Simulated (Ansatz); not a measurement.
## Ti2CO2 monolayer: relaxing the cell for a phonon run

Task: relax Ti2CO2 monolayer tightly.

Program: Ansatz 0.2.0. Level of theory: DFT PBE, scalar-relativistic, plane waves, PAW. Results are calculated unless marked as measured.

Most raw output is cut from this account.

### 1. The starting structure

The cell holds 5 atoms: 1 C, 2 Ti and 2 O. Its edges and angles: a = 3.040 Å, b = 3.040 Å, c = 20.000 Å, α = 90.0°, β = 90.0°, γ = 120.0°. Vacuum lies along c.

### 2. A coarse first look

A quick single point on a coarse mesh tells whether the cell has a gap and how far it is from rest, which sets the k mesh and smearing that follow.

The program solves this slab on a cell height of its own, 32.6 Å, in place of the one typed.

Contents of input.yaml:

```yaml
crystal:
  lattice:
    - [3.04, 0.0, 0.0]
    - [-1.52, 2.63272, 0.0]
    - [0.0, 0.0, 20.0]
  atoms:
    - { symbol: C, position: [0.0, 0.0, 0.5] }
    - { symbol: Ti, position: [0.333333, 0.666667, 0.56] }
    - { symbol: Ti, position: [0.666667, 0.333333, 0.44] }
    - { symbol: O, position: [0.666667, 0.333333, 0.61] }
    - { symbol: O, position: [0.333333, 0.666667, 0.39] }
  periodic: [true, true, false]
kpoints:
  mp_grid: { grid: [6, 6, 1] }
hamiltonian:
  xc: pbe
scf:
  occupations: { method: gaussian, width: 0.1 }
output:
  forces: true
  stress: true
  eigenvalues: true
```

The run is started by

```sh
ansatz run input.yaml --threads 8 --pin off --max-ram 14336MiB --backend cpu --events-out ev --progress --plain --runs-dir out
```

It took 0.66 s on 8 threads of Arm Neoverse V2, shared host; peak memory 0.63 GiB.

This run has no spin polarisation, although Ti can carry a moment.

A gap read on the k-mesh alone can miss the band edges.

Numbers from this step:

| Property | Result |
| --- | --- |
| gap on the k-mesh | 0.4776 eV |
| direct gap on mesh | 0.9264 eV |
| area per atom | 1.601 Å² |

The coarse mesh shows a gap of 0.48 eV.

### 3. Rough relaxation

A rough relaxation comes first, because large forces or stress need no tight tolerances yet.

The program solves this slab on a cell height of its own, 32.6 Å, in place of the one typed.

Changes to input.yaml since step 2:

```diff
@@ -13,3 +13,3 @@
 kpoints:
-  mp_grid: { grid: [6, 6, 1] }
+  mp_grid: { grid: [9, 9, 1] }
 hamiltonian:
@@ -22 +22,6 @@
   eigenvalues: true
+relax:
+  adjacent_minimum: "off"
+  f_tol: 0.05
+  max_steps: 80
+  cell: { stress_2d_tol: 0.02 }
```

Run time: 8.1 s. Hardware: 8 threads; peak memory 0.78 GiB; 55 s of CPU time.

The steps of the relaxation:

```csv
step,energy less that of the first step (eV),largest force component (eV/Å),volume (Å³)
1,0.0000,3.2429,260.91
2,-0.2567,0.7223,254.03
3,-0.3258,0.0984,260.09
4,-0.3273,0.0200,259.53
5,-0.3277,0.0004,259.18
6*,-0.3264,0.0006,259.18
7,-0.3264,0.0001,259.12
8*,-0.3264,0.0001,259.12
```

Relaxation steps marked * repeat the geometry before them on a plane-wave basis chosen anew for their cell, so energy and pressure can jump there.

The run keeps the 12 symmetry operations that it works with, so distortions that break them were not tested.

```csv
cell as run,before,after,change
a (Å),3.040,3.030,-0.3 %
b (Å),3.040,3.030,-0.3 %
```

The atoms that moved most (Å, along periodic axes as changes of fractional coordinates times the final cell, across vacuum about the mean position):

```csv
atom,dx,dy,dz,length
Ti2,0.000,0.000,0.107,0.107
Ti3,0.000,0.000,-0.107,0.107
O5,0.000,0.000,-0.013,0.013
O4,0.000,0.000,0.013,0.013
```

Final coordinates:

```cif
data_structure
_symmetry_space_group_name_H-M 'P 1'
_symmetry_Int_Tables_number 1
_cell_length_a 3.0295
_cell_length_b 3.0295
_cell_length_c 32.6000
_cell_angle_alpha 90.000
_cell_angle_beta 90.000
_cell_angle_gamma 120.000
_cell_volume 259.12
loop_
_atom_site_label
_atom_site_type_symbol
_atom_site_fract_x
_atom_site_fract_y
_atom_site_fract_z
_atom_site_occupancy
C1 C 0.00000 0.00000 0.30675 1
Ti2 Ti 0.33333 0.66667 0.34683 1
Ti3 Ti 0.66667 0.33333 0.26667 1
O4 O 0.66667 0.33333 0.37463 1
O5 O 0.33333 0.66667 0.23886 1
```

This step gave:

| Property | Result |
| --- | --- |
| gap on the k-mesh | 0.3483 eV |
| direct gap on mesh | 0.6372 eV |
| area per atom | 1.59 Å² |

The relaxation ends with a largest force component of 9.4e-5 eV/Å.

### 4. Bringing the structure to rest

Harmonic phonons are second derivatives at a point where the forces vanish, and they are wanted at zero stress, so atoms and cell are relaxed first.

Contents of input.yaml:

```yaml
crystal:
  lattice:
    - [3.029548883, 0.0, 0.0]
    - [-1.5147744415, 2.6236662947, 0.0]
    - [0.0, 0.0, 32.6]
  atoms:
    - { symbol: C, position: [0.0, 0.0, 0.3067484663] }
    - { symbol: Ti, position: [0.3333333333, 0.6666666667, 0.346826135] }
    - { symbol: Ti, position: [0.6666666667, 0.3333333333, 0.2666707975] }
    - { symbol: O, position: [0.6666666667, 0.3333333333, 0.3746326707] }
    - { symbol: O, position: [0.3333333333, 0.6666666667, 0.2388642619] }
  periodic: [true, true, false]
kpoints:
  mp_grid: { grid: [15, 15, 1] }
hamiltonian:
  xc: pbe
scf:
  occupations: { method: gaussian, width: 0.02 }
output:
  forces: true
  stress: true
  eigenvalues: true
  write_density: true
  write_potential: true
  elf: true
  volumetric_format: npy
relax:
  adjacent_minimum: "off"
  f_tol: 0.005
  max_steps: 80
  cell: { stress_2d_tol: 0.02 }
```

It took 6.3 s on 8 threads; peak memory 0.89 GiB; 46 s of CPU time.

Little changed from the start: no atom moved by 0.005 Å and no cell edge by 0.1 %.

This step gave:

```yaml
gap_on_the_k_mesh: 0.3386 eV
direct_gap_on_mesh: 0.6394 eV
area_per_atom: 1.589 Å²
```

Valence density in the ac plane at fractional y = 0.333, with atoms of Ti and O within 0.2 Å of it. It is the smooth field of the valence electrons, not physical close to the nuclei.

Ten steps, logarithmic in the rise over the least value, from '0' (0.0 e/Å³) to '9' (7.1 e/Å³), each cell a mean:
```
0000000000000000
0000000000000000
0000000000000000
0000000000000000
0000000000000000
0000000000000000
0000000000000000
0000000000000000
0000000000000000
0000000000000000
0000000000000000
0000000000000000
0000000000000000
0000000000000000
2111123467887653
3444444456777644
4444443333333333
3333334689999874
2333332223333222
0000000000000000
0000000000000000
0000000000000000
0000000000000000
0000000000000000
```
Columns run along a (3.0 Å), rows up along c (32.6 Å). Atoms in or near the plane, at fractional coordinates: Ti at (0.67, 0.27), O at (0.67, 0.37).

Electrostatic potential energy in the ac plane at fractional y = 0.333, with atoms of Ti and O within 0.2 Å of it. With pseudopotentials it is smooth inside the atoms' cores, unlike the true potential.

Ten even steps from '_' (-30 eV) to '@' (0 eV), each cell a mean:
```
@@@@@@@@@@@@@@@@@@@@@@@@@@@@@@@@
@@@@@@@@@@@@@@@@@@@@@@@@@@@@@@@@
@@@@@@@@@@@@@@@@@@@@@@@@@@@@@@@@
@@@@@@@@@@@@@@@@@@@@@@@@@@@@@@@@
@@@@@@@@@@@@@@@@@@@@@@@@@@@@@@@@
@@@@@@@@@@@@@@@@@@@@@@@@@@@@@@@@
@@@@@@@@@@@@@@@@@@@@@@@@@@@@@@@@
@@@@@@@@@@@@@@@@@@@@@@@@@@@@@@@@
@@@@@@@@@@@@@@@@@@@@@@@@@@@@@@@@
@@@@@@@@@@@@@@@@@@@@@@@@@@@@@@@@
@@@@@@@@@@@@@@@@@@@@@@@@@@@@@@@@
@@@@@@@@@@@@@@@@@@@@@@@@@@@@@@@@
@@@@@@@@@@@@@@@@@@@@@@@@@@@@@@@@
@@@@@@@@@@@@@@@@@@@@@@@@@@@@@@@@
@@@@%%%%@@@@@@##++========++##@@
++==----==++****++========++****
######**##########********######
++########**--________________::
%%%%%%%%%%%%%%%%##********####%%
@@@@@@@@@@@@@@@@@@@@@@@@@@@@@@@@
@@@@@@@@@@@@@@@@@@@@@@@@@@@@@@@@
@@@@@@@@@@@@@@@@@@@@@@@@@@@@@@@@
@@@@@@@@@@@@@@@@@@@@@@@@@@@@@@@@
@@@@@@@@@@@@@@@@@@@@@@@@@@@@@@@@
```
Columns run along a (3.0 Å; values clipped at the 3rd and 97th percentile), rows up along c (32.6 Å). Atoms in or near the plane, at fractional coordinates: Ti at (0.67, 0.27), O at (0.67, 0.37).

ELF in the ac plane at fractional y = 0.333, with atoms of Ti and O within 0.2 Å of it. It is the smooth field of the valence electrons, not physical close to the nuclei.

Ten even steps from '_' (0.00) to '@' (0.73), each cell a mean:
```
________________________________
________________________________
________________________________
________________________________
________________________________
________________________________
________________________________
________________________________
________________________________
________________________________
________________________________
________________________________
________________________________
________________............____
++..____..--##@@@@@@@@%%@@@@@@##
::..::::::::--++**##****##**++--
##%%%%%%%%##**==::::....::::--++
..--====--::::++####++==**##**::
++########**--::..............--
________________________________
________________________________
________________________________
________________________________
________________________________
```
Columns run along a (3.0 Å), rows up along c (32.6 Å). Atoms in or near the plane, at fractional coordinates: Ti at (0.67, 0.27), O at (0.67, 0.37).

### 5. Relaxing to small forces for the phonons

Phonons need a cell at rest on their own settings, so the relaxation is repeated with tight tolerances on forces and stress, using the mesh and the filling of the phonon run that follows.

Contents of input.yaml:

```yaml
crystal:
  lattice:
    - [3.0291507243, 0.0, 0.0]
    - [-1.5145753621, 2.6233214791, 0.0]
    - [0.0, 0.0, 32.6]
  atoms:
    - { symbol: C, position: [0.0, 0.0, 0.3067484663] }
    - { symbol: Ti, position: [0.3333333333, 0.6666666667, 0.346847912] }
    - { symbol: Ti, position: [0.6666666667, 0.3333333333, 0.2666490206] }
    - { symbol: O, position: [0.6666666667, 0.3333333333, 0.3746596291] }
    - { symbol: O, position: [0.3333333333, 0.6666666667, 0.2388373035] }
  periodic: [true, true, false]
kpoints:
  mp_grid: { grid: [18, 18, 1] }
hamiltonian:
  xc: pbe
scf:
  occupations: { method: fixed }
output:
  forces: true
  stress: true
  eigenvalues: true
relax:
  adjacent_minimum: "off"
  f_tol: 0.001
  max_steps: 60
  cell: { stress_2d_tol: 0.002 }
```

Wall time 11 s (8 threads); peak memory 0.89 GiB; 84 s of CPU time.

Little changed from the start: no atom moved by 0.005 Å and no cell edge by 0.1 %.

Numbers from this step:

```yaml
gap_on_the_k_mesh: 0.3349 eV
direct_gap_on_mesh: 0.6400 eV
```

The largest force component left is 0.25 meV/Å, within the tolerances set.

### 6. Outcome

```json
{
  "space group after relaxation": "P-3m1",
  "lattice constant a": "3.029 Å",
  "lattice constant b": "3.029 Å",
  "area per atom": "1.59 Å²",
  "gap on the k-mesh": "0.335 eV"
}
```

**Reading.** The largest force component left is 0.25 meV/Å, within the tolerances set. The relaxation keeps the symmetry of its start, so it says nothing on stability against lower symmetry. The starting cell was built on a prototype and not taken from a measurement.

[Logs are printed without paths, hosts, clocks, repeated set-up lines and the standing remarks that a program may print on its own settings, such as how far it seeks lower states.]

[Hosts, paths, dates, database ids (printed as entryN), source tags and the programs' standing remarks are cut or masked in the printed files.]
